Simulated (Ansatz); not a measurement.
# La3InN (Pm-3m): from the cell to its phonons, part 2 of 3

Aim: the vibrations of La3InN (Pm-3m), their spectra, and whether the structure is stable.

Ansatz 0.2.0; DFT PBEsol, scalar-relativistic, plane waves, PAW; PAW set soft_1.

So far. Step 3 (Tight relaxation): The forces vanish by symmetry and the pressure is 0.000 GPa, within the tolerances set. The cell now holds 25.99 Å³/atom. The relaxed cell has a = 5.065 Å (conventional setting).

**4. Modes at Γ**

The zone centre comes first: it holds the modes that light can see, as far as symmetry allows. No field response is asked, since the mesh shows no gap.

input.yaml

```yaml
crystal:
  lattice:
    - [5.0648259153, 0.0, 0.0]
    - [0.0, 5.0648259153, 0.0]
    - [0.0, 0.0, 5.0648259153]
  atoms:
    - { symbol: La, position: [0.5, 0.5, 0.0] }
    - { symbol: La, position: [0.0, 0.5, 0.5] }
    - { symbol: La, position: [0.5, 0.0, 0.5] }
    - { symbol: In, position: [0.0, 0.0, 0.0] }
    - { symbol: "N", position: [0.5, 0.5, 0.5] }
kpoints:
  mp_grid: { grid: [8, 8, 8] }
hamiltonian:
  xc: pbesol
  pseudopotentials: { kind: paw, azcp: { folder: soft_1 }, xc_functional: pbe }
scf:
  occupations: { method: methfessel_paxton, width: 0.2 }
output:
  eigenvalues: true
phonons:
  method: dfpt
```

Started as:

```
> ansatz run input.yaml --threads 4 --pin off --max-ram 10240MiB --backend cpu --events-out ev --progress --plain --runs-dir out
```

Numbers of over 12 decimals in the logs are rounded to 6 here.

Log:

```text
zone centre: on kpoints.mp_grid the ground state, and the responses unless they are solved on pairs of k-points, stand on 125 of the mesh's 512 k-points, reduced under 8 symmetry operations, with k and −k counted as one. Each operation leaves every solved displacement unchanged or reverses it
[...]
Crystal: 5 atoms, lattice volume = 129.925 Å³
Basis set: ecut = 420 eV, 2517 PW (Γ), exchange–correlation on 72×72×72 points (8 copies of the dense FFT grid, shifted against one another)
Bands: 31, of which v1, the nominal top of the filled ones, is band 26 counted from 1 (25 counted from 0)
Symmetry: 48 space group operations
k-points: 125 of 512 (irreducible under 8 space group operations)
[...]
SCF iter   1: F=—  HF=-24393.674697 eV  |F-HF|=—  |Δ(HF+E_count)|=         —  Δρ=3.31e-2  dr2=2.33e0  ethr=3.10e-3  ⟨swp⟩=5.0  Hψ=17564  notcnv=0
[...]
SCF iter  12: F=-24392.973283 eV  HF=-24392.973283 eV  |F-HF|=1.09e-11  |Δ(HF+E_count)|=    0.00e0  S|Δr|=    0.00e0  Δρ=4.03e-8  dr2=2.06e-12  ethr=1.00e-12  ⟨swp⟩=8.8  Hψ=21945  notcnv=0
SCF 1 converged in 12 iterations: F = -24392.973283 eV  dr2 = 2.06e-12
[...]
DFPT response loops at Γ: preconditioner auto → Kerker (q_TF=auto, 2.335 Å⁻¹) (partly filled bands, converged f_vac=0.000); β = 1.00, the filter's whole step (`scf.mixing.beta` (0.50) is not read by the response loops under this deck's `scf.mixing.preconditioner`; to damp them name `kerker` or `kerker_dos`, under which they read `scf.mixing.beta`, and type it under 1.00, their step now; both keys bind the ground state too); Broyden in place of MSR1
SCF converged after 12 iterations
[...]
Free energy (F): -24392.973283 eV
[...]
Internal energy: -24392.988184 eV  (E = F + TS)
E sigma→0 (E₀):  -24392.977008 eV
Entropy (-TS):   0.014901 eV (2.980 meV/atom)
Fermi energy:    11.776098 eV
[...]
--- Band table (eV; the first three rows and the last of 125) ---
  k-point 0: bands = [... 22 lower, 10.9514, 10.9514, 10.9797, 10.9797, 10.9797, 12.7254, 12.7254, 12.7254, ... 1 higher]
  k-point 1: bands = [... 22 lower, 10.8030, 11.0163, 11.1041, 11.1095, 11.1095, 12.6100, 12.6646, 12.6646, ... 1 higher]
  k-point 2: bands = [... 22 lower, 10.3014, 11.1135, 11.2365, 11.2365, 11.5333, 12.6316, 12.7191, 12.7191, ... 1 higher]
  k-point 124: bands = [... 22 lower, 12.1463, 12.1463, 12.1463, 12.6963, 12.6963, 12.6963, 13.3108, 13.3108, ... 1 higher]
--- Phonons (Γ-DFPT): 4 representative perturbations + reference, on 125 of 512 k-points (Σ response iterations 15) ---
  k mesh reduced under 8 symmetry operations, with k and −k counted as one. Each operation leaves every solved displacement unchanged or reverses it
  ASR residual: 2.915e-5 → 0.000e0 eV/Å²; symmetrization residual: 5.120e-6 eV/Å²
  ASR residual per site (eV/Å²): 1.16e-5 1.16e-5 1.16e-5 3.21e-6 2.92e-5
  Γ frequencies (cm⁻¹): 0.00 0.00 0.00 79.14 79.14 79.14 87.18 87.18 87.18 136.54 136.54 136.54 315.41 315.41 315.41
  non-analytic LO–TO correction: not included (Born effective charges unavailable; polar crystals: no LO–TO splitting at Γ)
```

Elapsed: 59 s, on 4 threads of INTEL XEON PLATINUM 8581C at 2.10GHz (Emerald Rapids), shared host; peak memory 2.4 GiB; 3.6 min of CPU time.

Numbers from this step:

```yaml
sum_rule_residual_before_enforcement: 2.92e-5 eV/Å²
point_group: m-3m
highest_optical_mode_at_the_zone_centre_no_lo_to_term: 315.4 cm⁻¹
lowest_optical_zone_centre_mode: 79.14 cm⁻¹
```

Patterns of degenerate modes are one choice out of their space. Modes at Γ, with each element's share of the kinetic energy:

| mode | frequency (cm⁻¹) | symmetry | La % | In % | N % |
| --- | --- | --- | --- | --- | --- |
| 1 | 0.0 | acoustic | 76 | 21 | 3 |
| 2 | 0.0 | acoustic | 76 | 21 | 3 |
| 3 | 0.0 | acoustic | 76 | 21 | 3 |
| 4 | 79.1 | T2u | 100 | 0 | 0 |
| 5 | 79.1 | T2u | 100 | 0 | 0 |
| 6 | 79.1 | T2u | 100 | 0 | 0 |
| 7 | 87.2 | T1u | 21 | 78 | 1 |
| 8 | 87.2 | T1u | 21 | 78 | 1 |
| 9 | 87.2 | T1u | 21 | 78 | 1 |
| 10 | 136.5 | T1u | 99 | 1 | 0 |
| 11 | 136.5 | T1u | 99 | 1 | 0 |
| 12 | 136.5 | T1u | 99 | 1 | 0 |
| 13 | 315.4 | T1u | 3 | 0 | 97 |
| 14 | 315.4 | T1u | 3 | 0 | 97 |
| 15 | 315.4 | T1u | 3 | 0 | 97 |

Displacements in mode 4 (79.1 cm⁻¹), the largest set to 1:
```
La1 -0.04  0.10  0.00
La2  0.00 -0.10  1.00
La3  0.04  0.00 -1.00
In4  0.00  0.00  0.00
N5   0.00  0.00  0.00
```

Displacements in mode 12 (136.5 cm⁻¹), the largest set to 1:
```
La1 -0.47  0.29  1.00
La2  0.85  0.29 -0.55
La3 -0.47 -0.53 -0.55
In4  0.09 -0.06  0.11
N5   0.14 -0.09  0.16
```

Before it was imposed, the acoustic sum rule was missed by 2.9e-5 eV/Å². Small misses are needed for a sound result but don't prove that mesh and cutoff are converged. The lowest optical mode is real, 79.1 cm⁻¹.

**5. Response at finite wavevector**

Stability and thermal properties need the whole zone. Linear response on a 2×2×2 q mesh gives force constants as far as a supercell of that size would.

Edit input.yaml of step 4 so:

```diff
@@ -22 +22,8 @@
   method: dfpt
+  qmesh: [2, 2, 2]
+  temperatures: { t_max: 1000, t_step: 50 }
+  qpath:
+    path:
+      - [[0.0, 0.0, 0.0], [0.0, 0.5, 0.0], [0.5, 0.5, 0.0], [0.0, 0.0, 0.0], [0.5, 0.5, 0.5], [0.0, 0.5, 0.0]]
+      - [[0.5, 0.5, 0.5], [0.5, 0.5, 0.0]]
+    npoints: 10
```

Log:

```text
[...]
Crystal: 5 atoms, lattice volume = 129.925 Å³
Basis set: ecut = 420 eV, 2517 PW (Γ), exchange–correlation on 72×72×72 points (8 copies of the dense FFT grid, shifted against one another)
Bands: 31, of which v1, the nominal top of the filled ones, is band 26 counted from 1 (25 counted from 0)
Symmetry: 48 space group operations
k-points: 35 of 512
[...]
SCF iter   1: F=—  HF=-24393.674846 eV  |F-HF|=—  |Δ(HF+E_count)|=         —  Δρ=3.31e-2  dr2=2.33e0  ethr=3.10e-3  ⟨swp⟩=5.0  Hψ=4987  notcnv=0
[...]
SCF iter  12: F=-24392.973283 eV  HF=-24392.973283 eV  |F-HF|=7.28e-12  |Δ(HF+E_count)|=    0.00e0  S|Δr|=    0.00e0  Δρ=3.82e-8  dr2=1.87e-12  ethr=1.00e-12  ⟨swp⟩=8.7  Hψ=6090  notcnv=0
SCF 1 converged in 12 iterations: F = -24392.973283 eV  dr2 = 1.87e-12
[...]
phonons: the bands overlap, so this run is a metal and interpolates without the dipole-dipole term. If the crystal is really an insulator or semiconductor, its LO-TO splitting is missing
NSCF: frozen V_eff on 35 k-points
WARN: eigensolver did not converge in 3 slots of this pass, the one above among them; of largest residual over every band (k=27): 1 band(s) unlocked (lowest unlocked band 30, counted from 0; max residual 4.79e-4 eV among the unlocked bands, 4.79e-4 eV over every band); of lowest unlocked band (k=12): band 30
[...]
DFPT response loops at q = (0, 0, 0) (fractional): preconditioner auto → Kerker (q_TF=auto, 2.335 Å⁻¹) (partly filled bands, converged f_vac=0.000); β = 1.00, the filter's whole step (`scf.mixing.beta` (0.50) is not read by the response loops under this deck's `scf.mixing.preconditioner`; to damp them name `kerker` or `kerker_dos`, under which they read `scf.mixing.beta`, and type it under 1.00, their step now; both keys bind the ground state too); Broyden in place of MSR1
[...]
SCF converged after 12 iterations
[...]
Free energy (F): -24392.973283 eV
[...]
Internal energy: -24392.988184 eV  (E = F + TS)
E sigma→0 (E₀):  -24392.977008 eV
Entropy (-TS):   0.014901 eV (2.980 meV/atom)
Fermi energy:    11.776098 eV
[...]
--- Band table (eV; the first three rows and the last of 35) ---
  k-point 0: bands = [... 22 lower, 10.9514, 10.9514, 10.9797, 10.9797, 10.9797, 12.7254, 12.7254, 12.7254, ... 1 higher]
  k-point 1: bands = [... 22 lower, 10.8030, 11.0163, 11.1041, 11.1095, 11.1095, 12.6100, 12.6646, 12.6646, ... 1 higher]
  k-point 2: bands = [... 22 lower, 10.3014, 11.1135, 11.2365, 11.2365, 11.5333, 12.6316, 12.7191, 12.7191, ... 1 higher]
  k-point 34: bands = [... 22 lower, 12.1463, 12.1463, 12.1463, 12.6963, 12.6963, 12.6963, 13.3108, 13.3108, ... 1 higher]
--- Phonons (Γ-DFPT): 4 representative perturbations + reference (Σ response iterations 15) ---
  ASR residual: 2.897e-5 → 0.000e0 eV/Å²; symmetrization residual: 3.049e-6 eV/Å²
  ASR residual per site (eV/Å²): 1.87e-5 1.87e-5 1.87e-5 3.14e-6 2.90e-5
[...]
--- Phonons (arbitrary-q DFPT): 4 irreducible q on the 2×2×2 mesh ---
  q = [0.0000, 0.0000, 0.0000] (star 1, of the zone-centre solve; hermiticity 8.38e-7, symmetrization 1.98e-12): -0.00 -0.00 0.00 79.14 79.14 79.14 87.18 87.18 87.18 136.54 136.54 136.54 315.41 315.41 315.41
  q = [0.0000, 0.0000, -0.5000] (star 3, 9 solved perturbations in 975 linear systems a pass and spin channel, the states on 125 of 512 k-point pairs; hermiticity 6.50e-7, symmetrization 2.04e-12): 62.79 62.79 64.95 64.95 73.28 91.49 93.20 103.70 103.70 122.40 123.35 123.35 274.73 274.73 368.92
[...]
sum rule: each row above includes the acoustic sum rule's correction from the zone centre's row sums; it moved no ω² by more than (0.75 cm⁻¹)²
  mesh force constants: q→R imaginary residual 3.58e-18; ASR residual 2.897e-5 → 0.000e0 eV/Å²; symmetrization residual 1.066e-14 eV/Å²
  interpolated dispersion: 62 rows × 15 modes
  density of states and harmonic sums: on the 12×12×12 q-mesh, interpolated from the force constants of a 2×2×2 supercell (no non-analytic term)
  largest difference from the sums on the solved wave vectors: F 9.00e-2 eV, S 1.22e-4 and C_V 3.22e-5 eV/K
  zero-point energy: 0.126328 eV/cell   skipped modes (ω ≤ 0): 3   left out of the sums: 1.16e-4 of the cell's modes: C_V's classical limit lies that fraction below 3 k_B per atom; for a crystal, a wire or a layer, F and S can be off by more, and a phonons.interpolated_qmesh denser along its periods is the remedy for the sampling
```

The job ended after 4.4 min (4 threads; peak memory 1.9 GiB; 17 min of CPU time).

Numbers from this step:

```
sum-rule residual before enforcement                       : 2.90e-5 eV/Å²
lowest frequency on the path                               : 0 cm⁻¹
highest frequency on the path or at a solved wavevector    : 368.9 cm⁻¹
mean frequency                                             : 135.9 cm⁻¹
Debye temperature (second moment)                          : 308 K
logarithmic mean frequency                                 : 111.3 cm⁻¹
lowest mode on the q mesh (acoustic modes at Γ apart)      : 38.45 cm⁻¹
zero-point energy per atom                                 : 25.27 meV
heat capacity at 300 K                                     : 23.73 J/(mol atoms K)
vibrational entropy at 300 K                               : 41.23 J/(mol atoms K)
edges of the widest gap between branches, on path and mesh : 188, 250.9 cm⁻¹
```

Frequencies (cm⁻¹) solved at each irreducible wavevector; negative means imaginary. Frequencies by wavevector, by row:

| q in reciprocal lattice units | star | mode 1 | mode 2 | mode 3 | mode 4 | mode 13 | mode 14 | mode 15 |
| --- | --- | --- | --- | --- | --- | --- | --- | --- |
| 0 0 0 | 1 | 0 | 0 | 0 | 79.1 | 315.4 | 315.4 | 315.4 |
| 0 0 -0.5 | 3 | 62.8 | 62.8 | 65 | 65 | 274.7 | 274.7 | 368.9 |
| 0 -0.5 -0.5 | 3 | 43.8 | 73.4 | 73.4 | 81.5 | 250.9 | 353.6 | 353.6 |
| -0.5 -0.5 -0.5 | 1 | 38.5 | 38.5 | 38.5 | 81.8 | 344 | 344 | 344 |

Interpolated from a 2×2×2 q mesh. The phonon branches at the labelled points (cm⁻¹):

| point | branch 1 | branch 2 | branch 3 | branch 4 | branch 12 | branch 13 | branch 14 | branch 15 |
| --- | --- | --- | --- | --- | --- | --- | --- | --- |
| Γ | 0 | 0 | 0 | 79 | 136 | 315 | 315 | 315 |
| halfway | 35 | 35 | 60 | 76 | 132 | 296 | 296 | 343 |
| X | 63 | 63 | 65 | 65 | 123 | 275 | 275 | 369 |
| halfway | 55 | 69 | 70 | 72 | 144 | 263 | 316 | 361 |
| M | 44 | 73 | 73 | 82 | 154 | 251 | 354 | 354 |
| halfway | 47 | 49 | 71 | 78 | 140 | 280 | 330 | 330 |
| Γ | 0 | 0 | 0 | 79 | 136 | 315 | 315 | 315 |
| halfway | 52 | 52 | 62 | 81 | 153 | 319 | 319 | 319 |
| R | 38 | 38 | 38 | 82 | 188 | 344 | 344 | 344 |
| halfway | 53 | 57 | 60 | 79 | 162 | 308 | 308 | 355 |
| X | 63 | 63 | 65 | 65 | 123 | 275 | 275 | 369 |
| jump to R | 38 | 38 | 38 | 82 | 188 | 344 | 344 | 344 |
| halfway | 41 | 55 | 55 | 82 | 174 | 300 | 349 | 349 |
| M | 44 | 73 | 73 | 82 | 154 | 251 | 354 | 354 |

Tetrahedra on a 12×12×12 mesh, mean over bins of 5 cm-1. Interpolated from a 2×2×2 q mesh. The phonon density of states by wavenumber; read off at these points:

| wavenumber (cm⁻¹) | phonon density of states (1/cm⁻¹/cell) |
| --- | --- |
| 2 | 4.0e-5 |
| 18 | 0.0023 |
| 38 | 0.016 |
| 52 | 0.117 |
| 68 | 0.117 |
| 72 | 0.0882 |
| 78 | 0.235 |
| 88 | 0.0778 |
| 98 | 0.286 |
| 108 | 0.151 |
| 122 | 0.0529 |
| 142 | 0.0316 |
| 158 | 0.0182 |
| 178 | 0.00588 |
| 192 | 0 |
| 212 | 0 |
| 228 | 0 |
| 248 | 0 |
| 262 | 0.00947 |
| 282 | 0.0262 |
| 298 | 0.0277 |
| 318 | 0.0278 |
| 332 | 0.0304 |
| 348 | 0.0489 |
| 352 | 0.0451 |
| 368 | 0.00405 |

The partial phonon density of states has structure finer than the step of the table below, so its rows give means over 10 cm⁻¹, whole bins alone (the curve runs from -10 to 389 cm⁻¹). Peaks (cm⁻¹: height): In 80.3: 0.0785, 95.4: 0.122; La 52.7: 0.0968, 77.8: 0.147, 102.9: 0.151; N 321.2: 0.0314, 351.3: 0.0445.

Phonopy on the run's constants, 11x11x11 mesh, Gaussian sigma 2.8 cm-1. Interpolated from a 2×2×2 q mesh. The partial phonon density of states by wavenumber; means over each step; values in 1/cm⁻¹/cell:

| wavenumber (cm⁻¹) | In | La | N |
| --- | --- | --- | --- |
| 0 | 4.4e-5 | 1.6e-4 | 7.5e-6 |
| 10 | 1.7e-4 | 6.2e-4 | 2.3e-5 |
| 20 | 7.5e-4 | 0.00264 | 8.2e-5 |
| 30 | 0.00201 | 0.00710 | 2.0e-4 |
| 40 | 0.00436 | 0.0293 | 3.6e-4 |
| 50 | 0.0108 | 0.0811 | 5.7e-4 |
| 60 | 0.0110 | 0.0796 | 5.7e-4 |
| 70 | 0.0199 | 0.0948 | 4.7e-4 |
| 80 | 0.0643 | 0.115 | 3.1e-4 |
| 90 | 0.0848 | 0.0570 | 2.9e-4 |
| 100 | 0.0836 | 0.141 | 4.9e-4 |
| 110 | 0.0163 | 0.103 | 7.4e-4 |
| 120 | 0.00110 | 0.0539 | 6.7e-4 |
| 130 | 3.6e-4 | 0.0365 | 2.7e-4 |
| 140 | 9.0e-5 | 0.0341 | 2.7e-4 |
| 150 | 1.9e-5 | 0.0263 | 2.5e-4 |
| 160 | 1.8e-6 | 0.0160 | 1.6e-4 |
| 170 | 0 | 0.00915 | 7.1e-5 |
| 180 | 0 | 0.00499 | 1.8e-5 |
| 190 | 0 | 8.6e-4 | 3.5e-7 |
| 200 | 0 | 1.8e-6 | 0 |
| 210 | 0 | 0 | 0 |
| 220 | 0 | 0 | 0 |
| 230 | 0 | 0 | 0 |
| 240 | 0 | 8.0e-7 | 1.2e-5 |
| 250 | 0 | 1.2e-4 | 0.00158 |
| 260 | 0 | 5.3e-4 | 0.00837 |
| 270 | 0 | 8.2e-4 | 0.0154 |
| 280 | 2.7e-6 | 0.00104 | 0.0241 |
| 290 | 1.0e-5 | 8.7e-4 | 0.0252 |
| 300 | 1.0e-5 | 7.5e-4 | 0.0265 |
| 310 | 1.1e-5 | 6.0e-4 | 0.0282 |
| 320 | 1.9e-5 | 4.4e-4 | 0.0296 |
| 330 | 1.1e-5 | 2.4e-4 | 0.0268 |
| 340 | 2.7e-5 | 1.6e-4 | 0.0384 |
| 350 | 3.2e-5 | 7.2e-5 | 0.0429 |
| 360 | 1.1e-5 | 2.6e-5 | 0.0231 |
| 370 | 0 | 2.6e-6 | 0.00410 |
| 380 | 0 | 0 | 1.9e-5 |

Harmonic thermodynamic functions per atom, from the density of states. Interpolated from a 2×2×2 q mesh. Thermodynamic functions, by row:

| T (K) | F_vib (meV/atom) | S (J/mol-atom/K) | C_V (J/mol-atom/K) |
| --- | --- | --- | --- |
| 0 | 25.27 | 0 | 0 |
| 50 | 24.12 | 6.935 | 11.86 |
| 100 | 17.66 | 17.54 | 18.34 |
| 200 | -8.53 | 31.84 | 22.49 |
| 300 | -46.68 | 41.23 | 23.73 |
| 400 | -93.15 | 48.14 | 24.24 |
| 500 | -146 | 53.58 | 24.48 |
| 600 | -203.9 | 58.05 | 24.62 |
| 700 | -266.1 | 61.85 | 24.7 |
| 800 | -331.9 | 65.16 | 24.76 |
| 900 | -401 | 68.08 | 24.8 |
| 1000 | -472.9 | 70.69 | 24.82 |

(Part 2 of 3 ends here.)

[Logs are printed without paths, hosts, clocks, repeated set-up lines and the standing remarks that a program may print on its own settings, such as how far it seeks lower states.]

[Hosts, paths, dates, database ids (printed as entryN), source tags and the programs' standing remarks are cut or masked in the printed files.]
